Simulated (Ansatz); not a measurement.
Rows from a G0W0 calculation on SnSe (Pnma) (Ansatz 0.2.0; G0W0 on PBE, plane waves, PAW; 2×4×4 mesh, 160 empty bands, screening to 48 eV), in eV. Spin-orbit coupling is left out.

```
row                        k  band   start       Σx  Σc at the solution      Vxc
  A  (-0.500, 0.000, -0.500)    c1  10.303   -9.251              -2.839  -12.425
  B                        Γ    c2  11.996   -8.548              -3.764  -12.730
  C                        Γ    v1   8.562  -16.405               1.786  -14.702
  D                        Γ    v2   8.353  -16.145               1.833  -14.355
  E  (-0.500, 0.000, -0.500)    v1   8.893  -15.576               0.874  -14.900
  F                        Γ    c1   9.743   -8.558              -2.929  -11.780
```

**Question.** Work out each quasiparticle level and how far it moved.

The quasiparticle equation reads E = start + Σx + Σc(E) − Vxc.

```
row  E (eV)  shift (eV)
  A  10.638      +0.335
  B  12.415      +0.419
  C   8.645      +0.083
  D   8.395      +0.043
  E   9.091      +0.198
  F  10.035      +0.292
```

Limits: not at the basis limit; no spin-orbit coupling; coarse k mesh.

[Paths, hosts, dates, memory and timing lines, banners, echoed tables and standing remarks are left out of the program output.]

[Logs are printed without paths, hosts, clocks, repeated set-up lines and the standing remarks that a program may print on its own settings, such as how far it seeks lower states.]

[Runs of the session that timed out or met a known fault of the program may be left out.]

[Cells called generated may have been cut or substituted from an entry of the Crystallography Open Database or the Materials Project.]

[Hosts, paths, dates, database ids (printed as entryN), source tags and the programs' standing remarks are cut or masked in the printed files.]
